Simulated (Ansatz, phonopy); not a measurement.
# Al (Aluminum, Fm-3m): thermal expansion from first principles, part 3 of 3

How much does Aluminum expand with temperature?

Measurements to reproduce:
- volume expansion coefficient 69 1e-6/K and heat capacity C_P per formula unit 24.2 J/mol/K near room temperature (given in “High-Throughput Prediction of Finite-Temperature Properties using the Quasi-Harmonic Approximation”, 2016, arXiv:1603.06924)

Ansatz 0.2.0; DFT PBEsol, scalar-relativistic, plane waves, PAW.

So far, principal linear expansion coefficients at 298 K (× 1e-6/K): step 6 (the quasi-harmonic study, cutoff 550 eV, k-mesh 20×20×20) 22.4.

## (8) Phonons on strained cells, cutoff 487.2 eV, k-mesh 32×32×32

Thermal expansion follows from how the free energy of the vibrations (and of the electrons in a metal) changes with strain, so the program makes strained cells, their phonons and a fit in one run.

This step: DFT PBEsol, scalar-relativistic, plane waves, PAW (Ansatz 0.2.0).

Input file input.yaml:

```yaml
crystal:
  lattice:
    - [0.0, 2.0068996119, 2.0068996119]
    - [2.0068996119, 0.0, 2.0068996119]
    - [2.0068996119, 2.0068996119, 0.0]
  atoms:
    - { symbol: Al, position: [0.0, 0.0, 0.0] }
kpoints:
  mp_grid: { grid: [32, 32, 32] }
hamiltonian:
  xc: pbesol
scf:
  occupations: { method: methfessel_paxton, width: 0.2 }
output:
  eigenvalues: true
phonons:
  method: dfpt
  qmesh: [4, 4, 4]
  temperatures: { t_max: 850.0, t_step: 50 }
  thermal_expansion: {}
```

On the command line:

```
$ ansatz run input.yaml --threads 4 --pin off --max-ram 16384MiB --backend cpu --events-out ev --progress --plain --runs-dir out
```

Numbers of over 12 decimals in the logs are rounded to 6 here.

What it wrote:

```text
[...]
Crystal: 1 atoms, lattice volume = 16.166 Å³
Basis set: ecut = 487.2 eV, 411 PW (Γ), exchange–correlation on 48×48×48 points (8 copies of the dense FFT grid, shifted against one another)
Bands: 6, of which v1, the nominal top of the filled ones, is band 2 counted from 1 (1 counted from 0)
Symmetry: 48 space group operations
[...]
k-points: 897 of 32768
[...]
SCF iter   1: F=—  HF=-524.548928 eV  |F-HF|=—  |Δ(HF+E_count)|=         —  Δρ=6.92e-4  dr2=3.31e-5  ethr=1.77e-3  ⟨swp⟩=4.6  Hψ=44243  notcnv=0
[...]
SCF iter   6: F=-524.548945 eV  HF=-524.548945 eV  |F-HF|=1.25e-12  |Δ(HF+E_count)|=  4.66e-12  S|Δr|=    0.00e0  Δρ=1.24e-7  dr2=2.62e-12  ethr=1.00e-12  ⟨swp⟩=5.1  Hψ=17158  notcnv=0
SCF 1 converged in 6 iterations: F = -524.548945 eV  dr2 = 2.62e-12
[...]
relax step   1: F+E_penalty+E_count = -524.54894487 eV  Δ(F+E_penalty+E_count) = +0.000e0 eV  max|allowed force component| = 0.000e0 eV/Å  Δτ_max = 0.0000 Å  (6 SCF iters, accepted)
SCF converged after 6 iterations
[...]
Free energy (F): -524.548945 eV
[...]
Internal energy: -524.548991 eV  (E = F + TS)
E sigma→0 (E₀):  -524.548956 eV
Entropy (-TS):   0.000046 eV (0.046 meV/atom)
Fermi energy:    8.093910 eV
[...]
--- Stress (GPa, compression-positive) ---
        0.047423      -0.000000       0.000000
       -0.000000       0.047423      -0.000000
       -0.000000       0.000000       0.047423
  P = ⅓ Tr σ = 0.0474 GPa (0.474 kbar)
--- Band table (eV; the first three rows and the last of 897) ---
[...]
── thermal expansion: 3 new cells, 3 in all ──
thermal expansion: relaxation of cell 2
thermal expansion: relaxation of cell 3
── thermal expansion: 2 new cells, 5 in all ──
thermal expansion: relaxation of cell 4
thermal expansion: lower-state search of cell 4
thermal expansion: electrons of cell 4
thermal expansion: phonons of cell 4
[...]
thermal expansion: relaxation of cell 5
thermal expansion: electrons of cell 1
thermal expansion: electrons of cell 2
thermal expansion: electrons of cell 3
thermal expansion: electrons of cell 5
thermal expansion: phonons of cell 5
[...]
── thermal expansion: 7 new cells, 12 in all ──
thermal expansion: relaxation of cell 6
thermal expansion: relaxation of cell 7
thermal expansion: relaxation of cell 8
thermal expansion: relaxation of cell 9
thermal expansion: relaxation of cell 10
thermal expansion: relaxation of cell 11
thermal expansion: relaxation of cell 12
thermal expansion: electrons of cell 6
thermal expansion: electrons of cell 7
thermal expansion: electrons of cell 8
thermal expansion: electrons of cell 9
thermal expansion: electrons of cell 10
thermal expansion: electrons of cell 11
thermal expansion: electrons of cell 12
thermal expansion: phonons of cell 6
[...]
thermal expansion: phonons of cell 7
[...]
thermal expansion: phonons of cell 8
[...]
thermal expansion: phonons of cell 9
[...]
--- Relaxed structure (1 steps of the walk, 1 accepted, 0 SCFs on fresh bases) ---
  F+E_penalty+E_count = -524.54894487 eV   max|allowed force component| = 0.000e0 eV/Å
  atoms:
    - { symbol: Al, position: [0.0, 0.0, 0.0] }
--- Thermal expansion: 12 cells in 3 rounds, 0 GPa ---
  no lower state was reached at cell 4; its state was not examined: fill_not_monotonic
  without vibrations: a 2.83875, b 2.83875, c 2.83875 Å, V 16.1759 Å³, B 82.45 GPa
  at 0 K: a 2.84799, b 2.84799, c 2.84799 Å, V 16.3343 Å³, B 80.01 GPa
  zero-point expansion: a +0.325, b +0.325, c +0.325, V +0.979 %
[...]
0.00    2.84799    2.84799    2.84799    16.3343 |    0.00    0.00    0.00    0.00 |   40.84 |     0.000     0.000 |    80.01    80.01
   100.00    2.84919    2.84919    2.84919    16.3550 |   11.53   11.53   11.53   34.58 |   55.12 |    12.850    12.757 |    79.11    79.68
   200.00    2.85379    2.85379    2.85379    16.4342 |   19.23   19.23   19.23   57.70 |   62.45 |    21.307    20.802 |    76.60    78.46
   298.15    2.85964    2.85964    2.85964    16.5356 |   22.22   22.22   22.22   66.65 |       - |    24.141    23.167 |    73.82    76.92
   350.00    2.86302    2.86302    2.86302    16.5943 |   23.30   23.30   23.30   69.91 |   68.44 |    25.012    23.776 |    72.29    76.04
   450.00    2.86996    2.86996    2.86996    16.7153 |   25.11   25.11   25.11   75.32 |   71.57 |    26.255    24.476 |    69.24    74.27
   550.00    2.87743    2.87743    2.87743    16.8460 |   26.84   26.84   26.84   80.53 |   74.55 |    27.276    24.885 |    66.05    72.40
   650.00    2.88542    2.88542    2.88542    16.9869 |   28.70   28.70   28.70   86.09 |   77.57 |    28.257    25.165 |    62.73    70.43
   750.00    2.89401    2.89401    2.89401    17.1390 |   30.79   30.79   30.79   92.36 |   80.76 |    29.292    25.380 |    59.24    68.38
   850.00    2.90328    2.90328    2.90328    17.3042 |   33.23   33.23   33.23   99.68 |   84.23 |    30.450    25.558 |    55.58    66.22
[...]
vibrations' free energy: its fit leaves 0.0001 meV an atom at the most
[...]
free energies summed between the sampled wave vectors
[...]
eigensolver_not_converged in the phonons of 6 cells: 4, 5, 6, 7, 8, 9
```

It took 28 min on 4 threads of Arm Neoverse V2, shared host; peak memory 8.1 GiB; 1.6 h of CPU time.

This step gave:

```
pressure                                         : 0.04742 GPa
volume expansion coefficient at 298 K            : 66.65 1e-6/K
C_P at 298 K                                     : 24.14 J/mol-atom/K
entropy at 298 K                                 : 27.91 J/mol-atom/K
isothermal bulk modulus at 298 K                 : 73.82 GPa
Grüneisen parameter at 298 K                     : 2.115
volume at 298 K                                  : 16.54 Å³/atom
principal linear expansion coefficients at 298 K : 22.22, 22.22, 22.22 1e-6/K
```

Strained cells of the study; zero-point energy where phonons were solved; the pressures are stresses at a fixed cutoff and can carry an offset from the finite basis. Expansion cells, by row:

```csv
cell,|a| (Å),|b| (Å),|c| (Å),V (Å³/atom),E - E_lowest (meV/atom),"pressure, compression positive (GPa)",gap (eV),zero-point energy (meV/atom)
1,2.838,2.838,2.838,16.17,0.001,0.046,-,-
2,2.861,2.861,2.861,16.56,2.221,-1.825,-,-
3,2.816,2.816,2.816,15.78,2.545,2.131,-,-
4,2.839,2.839,2.839,16.18,0,-0.021,-,39.76
5,2.853,2.853,2.853,16.42,0.949,-1.212,-,38.56
6,2.871,2.871,2.871,16.73,4.64,-2.586,-,37.07
7,2.887,2.887,2.887,17.02,10.24,-3.724,-,35.74
8,2.903,2.903,2.903,17.3,17.91,-4.77,-,34.43
9,2.92,2.92,2.92,17.6,27.54,-5.729,-,33.12
10,2.811,2.811,2.811,15.7,3.759,2.615,-,-
11,2.825,2.825,2.825,15.94,0.913,1.254,-,-
12,2.943,2.943,2.943,18.02,44.42,-6.952,-,-
```

Quasi-harmonic; a, b, c are the run's own cell vectors. Expansion, by row:

```csv
T (K),a (Å),b (Å),c (Å),alpha (deg),beta (deg),gamma (deg),cell volume (Å³/cell),alpha_a (1e-6/K),alpha_b (1e-6/K),alpha_c (1e-6/K),alpha_V (1e-6/K),C_P (J/mol-atom/K),C_V (J/mol-atom/K),S (J/mol-atom/K),B_T (GPa),B_S (GPa),Grueneisen,extrapolation,fit error (1e-6/K)
0,2.848,2.848,2.848,60,60,60,16.33,0,0,0,0,0,0,0,80.01,80.01,-,0,0
50,2.848,2.848,2.848,60,60,60,16.34,3.32,3.32,3.32,9.96,3.65,3.646,1.216,79.89,79.98,2.148,0,0
100,2.849,2.849,2.849,60,60,60,16.36,11.53,11.53,11.53,34.58,12.85,12.76,6.699,79.11,79.68,2.112,0,0
150,2.851,2.851,2.851,60,60,60,16.39,16.47,16.47,16.47,49.42,18.36,18.08,13.07,77.92,79.14,2.102,0,0.01
200,2.854,2.854,2.854,60,60,60,16.43,19.23,19.23,19.23,57.7,21.31,20.8,18.8,76.6,78.46,2.103,0,0.01
250,2.857,2.857,2.857,60,60,60,16.48,20.98,20.98,20.98,62.95,23.04,22.3,23.75,75.2,77.7,2.108,0,0.01
298.1,2.86,2.86,2.86,60,60,60,16.54,22.22,22.22,22.22,66.65,24.14,23.17,27.91,73.82,76.92,2.115,0,0.01
300,2.86,2.86,2.86,60,60,60,16.54,22.26,22.26,22.26,66.78,24.18,23.19,28.06,73.76,76.89,2.115,0,0.01
350,2.863,2.863,2.863,60,60,60,16.59,23.3,23.3,23.3,69.91,25.01,23.78,31.85,72.29,76.04,2.124,0,0.01
400,2.866,2.866,2.866,60,60,60,16.65,24.23,24.23,24.23,72.69,25.68,24.18,35.24,70.78,75.17,2.134,0,0.01
450,2.87,2.87,2.87,60,60,60,16.72,25.11,25.11,25.11,75.32,26.25,24.48,38.3,69.24,74.27,2.145,0,0.01
500,2.874,2.874,2.874,60,60,60,16.78,25.97,25.97,25.97,77.91,26.78,24.7,41.09,67.66,73.34,2.156,0,0.01
550,2.877,2.877,2.877,60,60,60,16.85,26.84,26.84,26.84,80.53,27.28,24.89,43.67,66.05,72.4,2.168,0,0.02
600,2.881,2.881,2.881,60,60,60,16.92,27.75,27.75,27.75,83.24,27.76,25.04,46.06,64.41,71.42,2.181,0,0.02
650,2.885,2.885,2.885,60,60,60,16.99,28.7,28.7,28.7,86.09,28.26,25.16,48.3,62.73,70.43,2.195,0,0.02
700,2.89,2.89,2.89,60,60,60,17.06,29.71,29.71,29.71,89.12,28.76,25.28,50.41,61.01,69.42,2.21,0,0.02
750,2.894,2.894,2.894,60,60,60,17.14,30.79,30.79,30.79,92.36,29.29,25.38,52.42,59.24,68.38,2.225,0,0.02
800,2.899,2.899,2.899,60,60,60,17.22,31.96,31.96,31.96,95.87,29.85,25.47,54.33,57.44,67.31,2.242,0,0.02
850,2.903,2.903,2.903,60,60,60,17.3,33.23,33.23,33.23,99.68,30.45,25.56,56.15,55.58,66.22,2.259,0,0.04
```

Table of expansion coefficient by temperature; values in 1e-6/K:

```csv
temperature (K),volume,principal 1
0,0,0
50,9.96,3.32
100,34.6,11.5
150,49.4,16.5
200,57.7,19.2
250,63.0,21.0
298,66.7,22.2
300,66.8,22.3
350,69.9,23.3
400,72.7,24.2
450,75.3,25.1
500,77.9,26.0
550,80.5,26.8
600,83.2,27.8
650,86.1,28.7
700,89.1,29.7
750,92.4,30.8
800,95.9,32.0
850,99.7,33.2
```

Changing the k-mesh (20×20×20 → 32×32×32) and the cutoff (550 → 487.2 eV) takes the volume expansion at 298 K from 67.1 to 66.7 × 10⁻⁶/K and B_T from 72.9 to 73.8 GPa.

## (9) Free-energy fit

This step: DFT PBEsol, scalar-relativistic, plane waves, PAW (phonopy 4.10.0).

This step gave:

```
volume expansion coefficient at 300 K : 66.64 1e-6/K
isothermal bulk modulus at 300 K      : 73.78 GPa
C_P at 300 K                          : 24.24 J/mol-atom/K
Grüneisen parameter at 300 K          : 2.138
```

Energy (each curve on its own zero) against volume; values in meV/atom:

```csv
volume (Å³/atom),static,F at 0 K,F at 300 K,F at 850 K
16.179,0,3.32,7.59,20.2
16.423,0.95,3.07,5.91,14.2
16.733,4.64,5.27,6.24,8.96
17.017,10.2,9.54,8.74,6.29
17.305,17.9,15.9,13.2,5.42
17.599,27.5,24.2,19.6,6.26
```

Phonopy-qha, vinet fit of F(V) at each temperature. Qha vinet, by row:

```csv
T (K),fitted volume (Å³/atom),alpha_V (1e-6/K),B_T (GPa),C_P (J/mol-atom/K),Grueneisen
100,16.36,32.79,79.15,12.36,2.019
150,16.39,48.32,77.97,18.27,2.073
200,16.43,57.17,76.63,21.34,2.104
250,16.48,62.69,75.23,23.1,2.122
300,16.54,66.64,73.78,24.24,2.138
350,16.59,69.83,72.29,25.07,2.152
400,16.65,72.66,70.77,25.73,2.167
450,16.72,75.32,69.22,26.3,2.183
500,16.78,77.94,67.63,26.81,2.199
550,16.85,80.59,66.01,27.31,2.216
600,16.92,83.32,64.36,27.79,2.234
650,16.99,86.18,62.68,28.28,2.253
700,17.06,89.22,60.97,28.79,2.272
750,17.14,92.45,59.22,29.31,2.293
800,17.22,95.93,57.44,29.87,2.314
```

Table of volume expansion coefficient by temperature; values in 1e-6/K:

```csv
temperature (K),"phonopy-qha, Vinet",Ansatz's own study
100,32.8,34.6
150,48.3,49.4
200,57.2,57.7
250,62.7,63.0
300,66.6,66.8
350,69.8,69.9
400,72.7,72.7
450,75.3,75.3
500,77.9,77.9
550,80.6,80.5
600,83.3,83.2
650,86.2,86.1
700,89.2,89.1
750,92.5,92.4
800,95.9,95.9
```

The fit gives a volume expansion of 66.6 × 10⁻⁶/K at 300 K, against 66.7 at 298 K from the study itself, whose static fit uses more cells.

## (10) Phonons on strained cells, cutoff 487.2 eV, k-mesh 21×21×21

The study relaxes the crystal at several strains, solves the phonons on some of them and minimises the free energy at each temperature (static energy, vibrations, the electrons in a metal, and PV under a set pressure); the q-mesh sets how far the force constants reach.

This step: DFT PBEsol, scalar-relativistic, plane waves, PAW (Ansatz 0.2.0).

input.yaml: that of step 8 with these lines changed.

```diff
@@ -8,3 +8,3 @@
 kpoints:
-  mp_grid: { grid: [32, 32, 32] }
+  mp_grid: { grid: [21, 21, 21] }
 hamiltonian:
@@ -17,3 +17,3 @@
   method: dfpt
-  qmesh: [4, 4, 4]
+  qmesh: [7, 7, 7]
   temperatures: { t_max: 850.0, t_step: 50 }
```

What it wrote:

```text
[...]
Crystal: 1 atoms, lattice volume = 16.166 Å³
Basis set: ecut = 487.2 eV, 411 PW (Γ), exchange–correlation on 48×48×48 points (8 copies of the dense FFT grid, shifted against one another)
Bands: 6, of which v1, the nominal top of the filled ones, is band 2 counted from 1 (1 counted from 0)
Symmetry: 48 space group operations
[...]
k-points: 286 of 9261
[...]
850.00    2.90140    2.90140    2.90140    17.2706 |   31.60   31.60   31.60   94.81 |   80.44 |    30.056    25.552 |    56.67    66.66
[...]
vibrations' free energy: its fit leaves 0.0000 meV an atom at the most
[...]
free energies summed between the sampled wave vectors
[...]
eigensolver_not_converged in the phonons of 6 cells: 4, 5, 6, 7, 8, 9
[key lines of the parts left out:]
SCF converged after 6 iterations
Free energy (F): -524.550580 eV
Fermi energy:    8.107317 eV
P = ⅓ Tr σ = 0.1055 GPa (1.055 kbar)
```

Run time: 32 min. Hardware: 4 threads; peak memory 2.5 GiB; 2 h of CPU time.

Strained cells of the study; zero-point energy where phonons were solved; the pressures are stresses at a fixed cutoff and can carry an offset from the finite basis. Expansion cells, by row:

```csv
cell,|a| (Å),|b| (Å),|c| (Å),V (Å³/atom),E - E_lowest (meV/atom),"pressure, compression positive (GPa)",gap (eV),zero-point energy (meV/atom)
1,2.838,2.838,2.838,16.17,0.007,0.105,-,-
2,2.861,2.861,2.861,16.56,2.094,-1.776,-,-
3,2.816,2.816,2.816,15.78,2.694,2.193,-,-
4,2.84,2.84,2.84,16.19,0,-0.019,-,39.83
5,2.854,2.854,2.854,16.43,0.949,-1.212,-,38.66
6,2.871,2.871,2.871,16.73,4.371,-2.518,-,37.28
7,2.886,2.886,2.886,17,9.661,-3.632,-,36.03
8,2.902,2.902,2.902,17.28,16.91,-4.662,-,34.77
9,2.918,2.918,2.918,17.57,26.02,-5.608,-,33.53
10,2.811,2.811,2.811,15.71,3.762,2.612,-,-
11,2.825,2.825,2.825,15.95,0.915,1.254,-,-
12,2.941,2.941,2.941,17.99,42.59,-6.855,-,-
```

Changing the q-mesh (4×4×4 → 7×7×7) and the k-mesh (32×32×32 → 21×21×21) takes the volume expansion at 298 K from 66.7 to 64.2 × 10⁻⁶/K and B_T from 73.8 to 74.5 GPa.

## (11) Side by side

Times are for 4 threads of Arm Neoverse V2, shared host. The runs compared:

```csv
no.,functional,cutoff (eV),k-mesh,q-mesh,method,pressure (GPa),volume expansion coefficient at 298 K (1e-6/K),C_P at 298 K (J/mol-atom/K),isothermal bulk modulus at 298 K (GPa),time,memory (GiB)
1,pbesol,550,20×20×20,4×4×4,dfpt,0,67.08,24.15,72.87,6.8 min,2.5
2,pbesol,487.2,32×32×32,4×4×4,dfpt,0,66.65,24.14,73.82,28 min,8.1
3,pbesol,487.2,21×21×21,7×7×7,dfpt,0,64.21,24.06,74.47,32 min,2.5
```

The runs together, line volume. The expansion coefficient, volume by temperature; values in 1e-6/K:

```csv
temperature (K),"pbesol, 550, 20×20×20, 4×4×4, dfpt, 0","pbesol, 487.2, 32×32×32, 4×4×4, dfpt, 0","pbesol, 487.2, 21×21×21, 7×7×7, dfpt, 0"
0,0,0,0
50,10,9.96,9.58
100,35,34.6,33.4
150,50.0,49.4,47.8
200,58.3,57.7,55.7
250,63.5,63.0,60.7
298,67.1,66.7,64.2
300,67.2,66.8,64.3
350,70.2,69.9,67.2
400,72.7,72.7,69.8
450,75.1,75.3,72.2
500,77.4,77.9,74.6
550,79.7,80.5,77.0
600,82.0,83.2,79.5
650,84.4,86.1,82.2
700,86.9,89.1,85.0
750,89.6,92.4,88.0
800,92.4,95.9,91.2
850,95.5,99.7,94.8
```

The runs together, line C_P. Heat capacity, C_P against temperature; values in J/mol-atom/K:

```csv
temperature (K),"pbesol, 550, 20×20×20, 4×4×4, dfpt, 0","pbesol, 487.2, 32×32×32, 4×4×4, dfpt, 0","pbesol, 487.2, 21×21×21, 7×7×7, dfpt, 0"
0,0,0,0
50,3.65,3.65,3.64
100,12.9,12.8,12.8
150,18.4,18.4,18.3
200,21.3,21.3,21.2
250,23.1,23.0,23.0
298,24.1,24.1,24.1
300,24.2,24.2,24.1
350,25.0,25.0,24.9
400,25.7,25.7,25.6
450,26.2,26.3,26.1
500,26.7,26.8,26.6
550,27.2,27.3,27.1
600,27.7,27.8,27.6
650,28.1,28.3,28.0
700,28.6,28.8,28.5
750,29.1,29.3,29.0
800,29.6,29.9,29.5
850,30.1,30.4,30.1
```

## (12) Quasi-harmonic fit by phonopy

This step: DFT PBEsol, scalar-relativistic, plane waves, PAW (phonopy 4.10.0).

The fit gives a volume expansion of 64.2 × 10⁻⁶/K at 300 K, against 64.2 at 298 K from the study itself, whose static fit uses more cells.

## (13) Summary of results

| Property | Result |
| --- | --- |
| settings of these figures | PBEsol, 487.2 eV, k 21×21×21, q 7×7×7 |
| volume expansion coefficient at 298 K | 64.21 1e-6/K |
| C_P at 298 K | 24.06 J/mol-atom/K |
| entropy at 298 K | 27.83 J/mol-atom/K |
| isothermal bulk modulus at 298 K | 74.47 GPa |
| Grüneisen parameter at 298 K | 2.057 |
| volume at 298 K | 16.54 Å³/atom |
| principal linear expansion coefficients at 298 K | 21.4, 21.4, 21.4 1e-6/K |

**Reading.** Near room temperature Aluminum expands by 64.2 × 10⁻⁶/K in volume by PBEsol, with C_P = 24.1 J/(mol K) per mole of atoms and B_T = 74.5 GPa. C_P at room temperature is 96 % of the classical 3R an atom; C_V is 93 %, and the rest is expansion work. In this metal the study includes the electrons' free energy, which adds a term that grows with temperature, so the heat capacities need not level off at 3R. The log notes that a few bands missed the eigensolver's threshold in the phonon runs. A measured volume expansion coefficient near room temperature is 69 1e-6/K (arXiv:1603.06924); the calculated 64.2 1e-6/K differs by -7 %. A measured heat capacity per formula unit near room temperature is 24.2 J/mol/K (arXiv:1603.06924); the calculated 24.1 J/mol/K differs by -1 %. Changing the q-mesh, k-mesh and cutoff moves the volume expansion at 298 K between 64.2 and 67.1 × 10⁻⁶/K, while the CPU time spans a factor of 4.8. The PAW files were made for PBE and are used here under another functional, for which the program regenerates the frozen cores.

[Logs are printed without paths, hosts, clocks, repeated set-up lines and the standing remarks that a program may print on its own settings, such as how far it seeks lower states.]

[Hosts, paths, dates, database ids (printed as entryN), source tags and the programs' standing remarks are cut or masked in the printed files.]

[A step with changed settings may run another functional than the one named; its input shows which.]
